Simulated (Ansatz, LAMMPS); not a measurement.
# Relaxing amorphous 14HfO2-86SiO2 (mol %) (84 atoms), part 3 of 4

Aim: bring amorphous 14HfO2-86SiO2 (mol %) (84 atoms) to a nearby minimum of the energy and see what moves.

Ansatz 0.2.0; Kohn-Sham DFT, PBE, PAW (set soft_2), plane waves.

The cell: 4 Hf, 24 Si and 56 O. The quench rate of 50 K/ps is orders of magnitude faster than experiment. The starting topology of bonds comes from the classical model. Only the Γ point is sampled in the main run, in a cell whose shortest periodic width is 11 Å. Spin–orbit coupling is left out.

So far. Step 4 (Cell and atoms relaxed): The relaxation changed the energy by -54.3 meV/atom, and atoms moved by 0.25 Å r.m.s., 0.61 Å at most.

## 6. Single point at the relaxed geometry

The electronic structure is read at the final geometry, in a run of its own.

Contents of input.yaml:

```yaml
crystal:
  lattice:
    - [10.77767, 0.01451, -0.07335]
    - [0.01451, 11.19184, 0.05002]
    - [-0.07335, 0.05002, 10.40478]
  atoms:
    - { symbol: Hf, position: [0.41312, 0.09652, 0.6795] }
    - { symbol: Hf, position: [0.94413, 0.0572, 0.55882] }
    - { symbol: Hf, position: [0.37313, 0.63315, 0.60346] }
    - { symbol: Hf, position: [0.72697, 0.01928, 0.32982] }
    - { symbol: Si, position: [0.89918, 0.63193, 0.11195] }
    - { symbol: Si, position: [0.03849, 0.44937, 0.73662] }
    - { symbol: Si, position: [0.17099, 0.97733, 0.32405] }
    - { symbol: Si, position: [0.07608, 0.96591, 0.8721] }
    - { symbol: Si, position: [0.95375, 0.90216, 0.13101] }
    - { symbol: Si, position: [0.68697, 0.65239, 0.89103] }
    - { symbol: Si, position: [0.30471, 0.82106, 0.96787] }
    - { symbol: Si, position: [0.52147, 0.22076, 0.45296] }
    - { symbol: Si, position: [0.78099, 0.54692, 0.6274] }
    - { symbol: Si, position: [0.76713, 0.51985, 0.35531] }
    - { symbol: Si, position: [0.52035, 0.82725, 0.77165] }
    - { symbol: Si, position: [0.14665, 0.57735, 0.97452] }
    - { symbol: Si, position: [0.33194, 0.40311, 0.11168] }
    - { symbol: Si, position: [0.16836, 0.26346, 0.30691] }
    - { symbol: Si, position: [0.48012, 0.48848, 0.33982] }
    - { symbol: Si, position: [0.17874, 0.88385, 0.61193] }
    - { symbol: Si, position: [0.88887, 0.27644, 0.32154] }
    - { symbol: Si, position: [0.57814, 0.4144, 0.96129] }
    - { symbol: Si, position: [0.478, 0.16053, 0.01791] }
    - { symbol: Si, position: [0.42666, 0.95456, 0.20421] }
    - { symbol: Si, position: [0.94063, 0.19575, 0.8288] }
    - { symbol: Si, position: [0.55356, 0.38572, 0.67908] }
    - { symbol: Si, position: [0.75027, 0.24101, 0.05492] }
    - { symbol: Si, position: [0.18705, 0.28195, 0.58478] }
    - { symbol: O, position: [0.57404, 0.55796, 0.93884] }
    - { symbol: O, position: [0.21989, 0.74486, 0.60259] }
    - { symbol: O, position: [0.88597, 0.15227, 0.40371] }
    - { symbol: O, position: [0.21363, 0.93217, 0.92551] }
    - { symbol: O, position: [0.14343, 0.41656, 0.63305] }
    - { symbol: O, position: [0.11325, 0.937, 0.47097] }
    - { symbol: O, position: [0.80758, 0.95218, 0.48283] }
    - { symbol: O, position: [0.78655, 0.60508, 0.48218] }
    - { symbol: O, position: [0.84198, 0.98344, 0.18301] }
    - { symbol: O, position: [0.2875, 0.97112, 0.65388] }
    - { symbol: O, position: [0.91958, 0.50101, 0.65894] }
    - { symbol: O, position: [0.05913, 0.91856, 0.71505] }
    - { symbol: O, position: [0.63862, 0.17059, 0.3769] }
    - { symbol: O, position: [0.92236, 0.76417, 0.16361] }
    - { symbol: O, position: [0.4107, 0.09042, 0.13499] }
    - { symbol: O, position: [0.86838, 0.13367, 0.70832] }
    - { symbol: O, position: [0.62196, 0.52721, 0.31121] }
    - { symbol: O, position: [0.02916, 0.31893, 0.2863] }
    - { symbol: O, position: [0.29318, 0.23532, 0.68128] }
    - { symbol: O, position: [0.02858, 0.56796, 0.06933] }
    - { symbol: O, position: [0.84783, 0.55776, 0.23277] }
    - { symbol: O, position: [0.8005, 0.6375, 0.99243] }
    - { symbol: O, position: [0.07618, 0.1846, 0.5736] }
    - { symbol: O, position: [0.9951, 0.33119, 0.81622] }
    - { symbol: O, position: [0.24874, 0.47151, 0.00488] }
    - { symbol: O, position: [0.25374, 0.3018, 0.18372] }
    - { symbol: O, position: [0.47948, 0.35043, 0.3898] }
    - { symbol: O, position: [0.6763, 0.4431, 0.61462] }
    - { symbol: O, position: [0.41145, 0.58489, 0.43078] }
    - { symbol: O, position: [0.43613, 0.47699, 0.67622] }
    - { symbol: O, position: [0.56451, 0.94036, 0.26607] }
    - { symbol: O, position: [0.43076, 0.13626, 0.87812] }
    - { symbol: O, position: [0.62788, 0.78485, 0.87839] }
    - { symbol: O, position: [0.38919, 0.78928, 0.84477] }
    - { symbol: O, position: [0.81903, 0.23297, 0.19123] }
    - { symbol: O, position: [0.58497, 0.34586, 0.82721] }
    - { symbol: O, position: [0.42345, 0.11588, 0.48096] }
    - { symbol: O, position: [0.84241, 0.2018, 0.94491] }
    - { symbol: O, position: [0.53783, 0.96252, 0.7281] }
    - { symbol: O, position: [0.09733, 0.55433, 0.82816] }
    - { symbol: O, position: [0.54667, 0.25378, 0.6108] }
    - { symbol: O, position: [0.08532, 0.92341, 0.20953] }
    - { symbol: O, position: [0.21565, 0.70492, 0.99351] }
    - { symbol: O, position: [0.05898, 0.11003, 0.86994] }
    - { symbol: O, position: [0.70028, 0.38004, 0.04492] }
    - { symbol: O, position: [0.62607, 0.15757, 0.05028] }
    - { symbol: O, position: [0.31417, 0.93496, 0.30946] }
    - { symbol: O, position: [0.23148, 0.31482, 0.43659] }
    - { symbol: O, position: [0.45399, 0.33433, 0.03409] }
    - { symbol: O, position: [0.51027, 0.73559, 0.64753] }
    - { symbol: O, position: [0.81465, 0.38418, 0.39082] }
    - { symbol: O, position: [0.9751, 0.91118, 0.97307] }
    - { symbol: O, position: [0.15866, 0.11993, 0.3102] }
    - { symbol: O, position: [0.39262, 0.85715, 0.08982] }
    - { symbol: O, position: [0.40271, 0.49702, 0.20275] }
    - { symbol: O, position: [0.73963, 0.62703, 0.74812] }
kpoints:
  mp_grid: { grid: [1, 1, 1] }
hamiltonian:
  xc: pbe
scf:
  occupations: { method: fermi_dirac, width: 0.025 }
output:
  forces: true
  stress: true
  populations: true
  dos:
    method: { smearing: { sigma: 0.08 } }
    de: 0.05
    projected: { site_lists: { Hf: [Hf], O: [O], Si: [Si] } }
  eigenvalues: true
  write_density: true
  write_potential: true
  volumetric_format: npy
```

The run is started by

```bash
$ ansatz run input.yaml --threads 4 --pin off --max-ram 8192MiB --backend cpu --events-out ev --progress --plain --runs-dir out
```

Numbers of over 12 decimals in the logs are rounded to 6 here.

The log of the run:

```text
[...]
Crystal: 84 atoms, lattice volume = 1254.955 Å³
Basis set: ecut = 420 eV, 24515 PW (Γ), exchange–correlation on 150×150×144 points (8 copies of the dense FFT grid, shifted against one another)
Bands: 352, of which v1, the nominal top of the filled ones, is band 268 counted from 1 (267 counted from 0)
Symmetry: 1 space group operations
[...]
k-points: 1
[...]
SCF iter   1: F=—  HF=-110014.920971 eV  |F-HF|=—  |Δ(HF+E_count)|=         —  Δρ=2.59e-3  dr2=1.30e-1  ethr=1.77e-3  ⟨swp⟩=5.0  Hψ=1516  notcnv=0  defer=71
[...]
SCF iter  10: F=-110014.901984 eV  HF=-110014.901984 eV  |F-HF|=2.27e-8  |Δ(HF+E_count)|=   5.60e-8  Δρ=1.48e-6  dr2=3.33e-8  ethr=1.87e-11  ⟨swp⟩=21.0  Hψ=3607  notcnv=0
SCF 1 converged in 10 iterations: F = -110014.901984 eV  dr2 = 3.33e-8
[...]
WARN: The input density's exchange-correlation potential varies sharply where the density is thin. Do not read a vacuum level from v_tot or v_xc, or from such a field of the output density. On a cell that repeats whose density bears no net charge and no dipole along the vacuum's axis use v_es (v_loc + v_h of the components); [...]
SCF converged after 10 iterations
Free energy (F): -110014.901984 eV
[...]
Internal energy: -110014.901984 eV  (E = F + TS)
E sigma→0 (E₀):  -110014.901984 eV
Fermi energy:    5.015392 eV
[...]
--- Forces (eV/Å), atoms counted from 1 ---
  atom   1  Hf     0.01643595     0.03437803    -0.03423537
  atom   2  Hf     0.00857775     0.00935446     0.00047861
  atom   3  Hf     0.01116038    -0.00104097     0.01634061
  atom   4  Hf     0.02169953    -0.00329601    -0.00164303
  atom   5  Si    -0.00498611     0.00506716     0.00385961
  atom   6  Si    -0.01095249     0.00139994    -0.01880886
  atom   7  Si    -0.00236629    -0.01504389    -0.00586217
  atom   8  Si    -0.00362392     0.00120993     0.00585732
  atom   9  Si     0.00558459     0.00389018     0.00282870
  atom  10  Si     0.01355999    -0.01321722     0.00384920
  atom  11  Si    -0.00829963     0.01656657    -0.00058108
  atom  12  Si    -0.00698361    -0.01084026     0.03212956
  atom  13  Si     0.01156850     0.00063852     0.00074250
  atom  14  Si     0.01435762     0.01408503    -0.00470258
[...]
atom  83  O     -0.00067509     0.00432191    -0.00430163
  atom  84  O     -0.01143490    -0.00429387     0.02898196
  max |Σ_I F_I| component: 5.73e-5 eV/Å
--- Stress (GPa, compression-positive) ---
       -0.000648      -0.013608      -0.002716
       -0.013608       0.018028       0.006564
       -0.002715       0.006565      -0.025076
  P = ⅓ Tr σ = -0.0026 GPa (-0.026 kbar)
--- Band table (eV) ---
[...]
--- Löwdin populations: 84 sites ---
  site symbol       q [e]
     0     Hf     24.4336
     1     Hf     24.4586
     2     Hf     24.3700
[...]
83      O      6.7876
  spilling = 0.010629 (of n_electrons = 536.000000)
```

Wall time 18 s (4 threads of Arm Neoverse V2, shared host); peak memory 1.5 GiB.

The program notes that the exchange-correlation potential is rough where the density is thin.

Numbers from this run:

| Quantity | Value |
| --- | --- |
| free energy | -110014.9020 eV |
| free energy per atom | -1309.7012 eV/atom |
| SCF cycles | 10 |
| pressure | -0.002565 GPa |
| r.m.s. force component | 0.00957 eV/Å |
| longest force | 0.05123 eV/Å |
| Fermi energy | 5.015 eV |
| gap (highest filled to lowest empty level) | 4.198 eV |
| spilling of the projection | 0.01063 |

Löwdin charges by element and coordination (they lack the spilled electrons, 0.068 e an atom on average):

| element | coordination | atoms | mean charge (e) | spread | least | most |
| --- | --- | --- | --- | --- | --- | --- |
| Hf | all | 4 | 1.58 | 0.0323 | 1.54 | 1.63 |
| Hf | 4 | 1 | 1.63 | 0 | 1.63 | 1.63 |
| Hf | 5 | 1 | 1.58 | 0 | 1.58 | 1.58 |
| Hf | 6 | 2 | 1.55 | 0.0125 | 1.54 | 1.57 |
| O | all | 56 | -0.768 | 0.0315 | -0.807 | -0.649 |
| O | 2 | 51 | -0.771 | 0.031 | -0.807 | -0.649 |
| O | 3 | 5 | -0.744 | 0.0252 | -0.769 | -0.706 |
| Si | all | 24 | 1.77 | 0.0308 | 1.70 | 1.81 |

Density of states as counts of states in windows of 1 eV (from the Fermi level), total and the larger projections:

| from (eV) | to (eV) | total | O p | Si p | Hf d | Hf f |
| --- | --- | --- | --- | --- | --- | --- |
| -14 | -13 | 6.7 | 0.0 | 0.0 | 0.0 | 6.7 |
| -13 | -12 | 38.6 | 0.2 | 0.0 | 0.0 | 38.3 |
| -12 | -11 | 23.3 | 8.4 | 0.6 | 0.0 | 10.7 |
| -11 | -10 | 11.0 | 7.4 | 0.8 | 0.0 | 0.0 |
| -10 | -9 | 17.0 | 12.1 | 2.0 | 0.1 | 0.0 |
| -9 | -8 | 26.6 | 20.3 | 5.0 | 0.1 | 0.0 |
| -8 | -7 | 23.7 | 18.1 | 3.7 | 0.6 | 0.0 |
| -7 | -6 | 32.4 | 25.2 | 3.3 | 1.4 | 0.1 |
| -6 | -5 | 57.5 | 50.0 | 3.2 | 1.2 | 0.0 |
| -5 | -4 | 67.3 | 61.3 | 1.9 | 1.8 | 0.0 |
| -4 | -3 | 62.1 | 58.2 | 1.0 | 1.3 | 0.0 |
| -3 | -2 | 25.7 | 24.4 | 0.3 | 0.4 | 0.0 |
| -2 | -1 | 0.1 | 0.1 | 0.0 | 0.0 | 0.0 |
| -1 | 1 | 0.0 | 0.0 | 0.0 | 0.0 | 0.0 |
| 1 | 2 | 0.1 | 0.0 | 0.0 | 0.0 | 0.0 |
| 2 | 3 | 5.4 | 0.4 | 0.5 | 1.9 | 0.0 |
| 3 | 4 | 19.5 | 2.2 | 1.6 | 11.9 | 0.0 |
| 4 | 5 | 23.9 | 2.9 | 4.2 | 7.6 | 0.0 |

Between -26 and -14 eV lie 112 more states.

The stored curve holds about 504 of the 536 electrons; the rest, give or take the few that broadening carries across the Fermi level, lie in deeper levels below its range.

The levels nearest the highest filled one (over half full), pooled over k-points and spins:

| level less the highest filled one (eV) | occupation |
| --- | --- |
| -0.539 | 2 |
| -0.501 | 2 |
| -0.381 | 2 |
| -0.354 | 2 |
| -0.152 | 2 |
| 0 | 2 |
| 4.20 | 0 |
| 4.74 | 0 |
| 5.07 | 0 |
| 5.19 | 0 |
| 5.28 | 0 |
| 5.29 | 0 |

Valence density in the ab plane at fractional z = 0.322, with atoms of Hf and Si and O within 0.2 Å of it. It is the smooth field of the valence electrons, not physical close to the nuclei.

Ten steps, logarithmic in the rise over the least value, from '0' (0 e/Å³) to '9' (26 e/Å³), each cell a mean:
```
001110134653101233325775200000
001111235764101234311221000000
000110123542100122110000000000
000000001110000000000000000000
000000000000000000000000000000
000000000000000000000000000000
000000000000000000000000000000
000000000000000000000000000000
000000000000000000000000000000
000000000000110012332111111000
000000000001111124664211222100
000000000001110135664311121000
000000000001110123442211211000
000000000000112111111112221000
221000000000123210000012332111
554211110000123310000012232123
554311111000012210000001111124
333210111000000000000000110012
111122110000000001222100112111
001244310000000012343100122210
002466420000000001333210112210
001466420000000000123443111100
001234210000000000126887310000
000111112221000111137998410000
```
Columns run along a (10.8 Å), rows up along b (11.2 Å). Atoms in or near the plane, at fractional coordinates: Hf at (0.73, 0.02), Si at (0.17, 0.98), Si at (0.17, 0.26), Si at (0.48, 0.49), Si at (0.89, 0.28), O at (0.62, 0.53), O at (0.31, 0.93), O at (0.16, 0.12).

Electrostatic potential energy in the ab plane at fractional z = 0.322, with atoms of Hf and Si and O within 0.2 Å of it. With pseudopotentials it is smooth inside the atoms' cores, unlike the true potential.

Ten even steps from '_' (-46 eV) to '@' (10 eV), each cell a mean:
```
@@@@##--______====::--##%%%%@@@@####%%##--::::--**%%@@@@@@@@
@@@@%%**::..--++::__..**%%@@@@@@**++%%%%##****##%%@@@@@@@@@@
@@@@@@%%######%%##==++%%@@@@@@@@@@@@@@@@@@%%%%@@@@@@@@@@@@@@
@@@@@@@@@@@@@@@@@@@@@@@@@@@@@@@@@@@@@@@@@@@@@@@@@@@@@@@@@@@@
@@@@@@@@@@@@@@@@@@@@@@@@@@@@@@@@@@@@@@@@@@@@@@@@@@@@@@@@@@@@
@@@@@@@@@@@@@@@@@@@@@@@@@@@@@@@@@@@@@@@@@@@@@@@@@@@@@@@@@@@@
@@@@@@@@@@@@@@@@@@@@@@@@@@@@@@@@@@@@@@@@@@@@@@@@@@@@@@@@@@@@
@@@@@@@@@@@@@@@@@@@@@@@@@@@@@@@@@@@@@@@@@@@@@@@@@@@@@@@@@@@@
@@@@@@@@@@@@@@@@@@@@@@@@@@@@@@@@@@@@@@@@@@@@@@@@@@@@@@@@@@@@
@@@@@@@@@@@@@@@@@@@@@@@@@@%%%%%%@@@@%%%%%%%%****##%%@@@@@@@@
@@@@@@@@@@@@@@@@@@@@@@@@%%**==++##++....++++....--##%%@@@@@@
@@@@@@@@@@@@@@@@@@@@@@%%++..____==--____====____..**%%@@@@@@
@@@@@@@@@@@@@@@@@@@@@@%%++..____==##****%%**==--++##@@@@@@@@
@@@@@@@@@@@@@@@@@@@@@@%%##++--==##%%@@@@@@%%%%##%%%%@@@@@@@@
@@@@@@@@@@@@@@@@@@@@@@@@@@%%##%%%%@@@@@@@@@@@@%%##%%%%%%@@@@
----**%%##**##%%@@@@@@@@@@@@##%%@@@@@@@@@@@@@@@@%%**==++**##
::::++++..__::**%%@@@@@@@@@@@@@@@@@@@@@@@@@@@@%%##::____::++
######--______++%%@@@@@@@@@@@@@@@@@@@@@@@@@@@@%%**..____..**
@@@@%%++::..--**%%@@@@@@@@@@@@@@@@@@@@%%@@@@@@@@%%++----++%%
@@@@@@##++==##%%@@@@@@@@@@@@@@@@@@@@##++##@@@@@@@@%%%%%%%%@@
@@@@@@++....==@@@@@@@@@@@@@@@@@@@@@@%%##%%%%%%%%@@@@@@@@@@@@
@@@@@@++....++@@@@@@@@@@@@@@@@@@@@@@@@%%**====++##%%@@@@@@@@
@@@@@@##++==**%%@@@@@@@@@@@@@@@@@@@@%%**::....::++%%@@@@@@@@
@@@@%%++..__..++%%%%@@@@@@@@@@@@@@@@%%++..::::..==%%@@@@@@@@
```
Columns run along a (10.8 Å; values clipped at the 3rd and 97th percentile), rows up along b (11.2 Å). Atoms in or near the plane, at fractional coordinates: Hf at (0.73, 0.02), Si at (0.17, 0.98), Si at (0.17, 0.26), Si at (0.48, 0.49), Si at (0.89, 0.28), O at (0.62, 0.53), O at (0.31, 0.93), O at (0.16, 0.12).

Mean Löwdin charges: Hf +1.58, O -0.77, Si +1.77 e (they miss 1.1 % of the electrons, so they add up to more than the cell's charge). The largest share in the top eV of filled states is O p (96 % of the projected weight), and in the lowest eV of empty states Hf d (43 % of the projected weight).

The surroundings of O31, which has 3 bonded neighbours where the commonest count for O is 2, nearest first, numbered as they follow in the input and with coordinates relative to it.

| atom | x | y | z | distance (Å) | bonds | Löwdin charge (e) |
| --- | --- | --- | --- | --- | --- | --- |
| O31 | 0.00 | 0.00 | 0.00 | 0.00 | 3 | -0.71 |
| Si21 | 0.04 | 1.39 | -0.85 | 1.63 | 4 | 1.78 |
| Hf2 | 0.61 | -1.06 | 1.60 | 2.02 | 6 | 1.54 |
| Hf4 | -1.71 | -1.49 | -0.76 | 2.40 | 5 | 1.58 |
| O63 | -0.70 | 0.89 | -2.20 | 2.48 | 2 | -0.79 |
| O35 | -0.85 | -2.24 | 0.82 | 2.53 | 2 | -0.65 |
| O41 | -2.66 | 0.20 | -0.26 | 2.68 | 2 | -0.75 |
| O79 | -0.76 | 2.59 | -0.12 | 2.71 | 2 | -0.78 |
| O51 | 2.04 | 0.37 | 1.76 | 2.72 | 2 | -0.77 |
| O46 | 1.55 | 1.86 | -1.22 | 2.72 | 2 | -0.78 |

The column of bonds counts only the pairs O-Si within 2.16 Å, O-Hf within 2.82 Å; other neighbours, such as metal atoms beside each other in a compound, aren't counted, and periodic images can show an atom twice.

## 7. K-mesh 2×2×2

Large cells are often run on few k-points; this run checks whether the reference had enough.

Changes to input.yaml since step 6:

```diff
@@ -8,3 +8,3 @@
 kpoints:
-  mp_grid: { grid: [1, 1, 1] }
+  mp_grid: { grid: [2, 2, 2] }
 hamiltonian:
@@ -22,4 +22 @@
   eigenvalues: true
-  write_density: true
-  write_potential: true
-  volumetric_format: npy
```

The log of the run:

```text
[...]
Crystal: 84 atoms, lattice volume = 1254.955 Å³
Basis set: ecut = 420 eV, 24515 PW (Γ), exchange–correlation on 150×150×144 points (8 copies of the dense FFT grid, shifted against one another)
Bands: 352, of which v1, the nominal top of the filled ones, is band 268 counted from 1 (267 counted from 0)
Symmetry: 1 space group operations
[...]
k-points: 8
[...]
SCF iter   1: F=—  HF=-110014.980652 eV  |F-HF|=—  |Δ(HF+E_count)|=         —  Δρ=2.58e-3  dr2=1.30e-1  ethr=1.77e-3  ⟨swp⟩=5.6  Hψ=12012  notcnv=0  defer=545
[...]
SCF iter   9: F=—  HF=-110014.962198 eV  |F-HF|=—  |Δ(HF+E_count)|=   1.85e-7  Δρ=3.68e-6  dr2=1.76e-7  ethr=1.85e-10  ⟨swp⟩=2.0  Hψ=4339  notcnv=0  defer=613
SCF iter  10: F=-110014.962198 eV  HF=-110014.962198 eV  |F-HF|=2.36e-8  |Δ(HF+E_count)|=   4.63e-8  Δρ=1.46e-6  dr2=3.29e-8  ethr=1.87e-11  ⟨swp⟩=14.6  Hψ=16483  notcnv=0
SCF 1 converged in 10 iterations: F = -110014.962198 eV  dr2 = 3.29e-8
[...]
SCF converged after 10 iterations
Free energy (F): -110014.962198 eV
[...]
Internal energy: -110014.962198 eV  (E = F + TS)
E sigma→0 (E₀):  -110014.962198 eV
Fermi energy:    5.040700 eV
[...]
Σ components = -110014.962198   (vs F -110014.962198, Δ=0.00e0)
--- Forces (eV/Å), atoms counted from 1 ---
  atom   1  Hf     0.03847122     0.06235300    -0.03396169
  atom   2  Hf     0.00427441     0.01185475    -0.00013680
  atom   3  Hf     0.00079714    -0.00399391     0.01287786
  atom   4  Hf     0.01694031     0.00435661     0.01503353
[...]
atom  84  O     -0.00497454     0.00432014     0.02558820
  max |Σ_I F_I| component: 5.64e-5 eV/Å
--- Stress (GPa, compression-positive) ---
        0.002711      -0.014172      -0.001522
       -0.014172       0.021387       0.005044
       -0.001521       0.005044      -0.014530
  P = ⅓ Tr σ = 0.0032 GPa (0.032 kbar)
--- Band table (eV; the first three rows and the last of 8) ---
[...]
--- Löwdin populations: 84 sites ---
  site symbol       q [e]
     0     Hf     24.4332
     1     Hf     24.4586
     2     Hf     24.3703
[...]
83      O      6.7874
  spilling = 0.010630 (of n_electrons = 536.000000)
```

Wall time 2.5 min (4 threads); peak memory 5.6 GiB; 9.9 min of CPU time.

The program notes that it cut back its work space to fit the memory limit.

Geometry and reference: those of the single point at the relaxed geometry.

Forces differ from those of the single point at the relaxed geometry by 5.3 meV/Å r.m.s.; the energy by -0.72 meV/atom. It took 2.5 min and 10 cycles; the reference's time can't be set against it, since the two runs asked for unlike analyses.

(Continued in part 4 of 4.)

[Logs are printed without paths, hosts, clocks, repeated set-up lines and the standing remarks that a program may print on its own settings, such as how far it seeks lower states.]

[Hosts, paths, dates, database ids (printed as entryN), source tags and the programs' standing remarks are cut or masked in the printed files.]
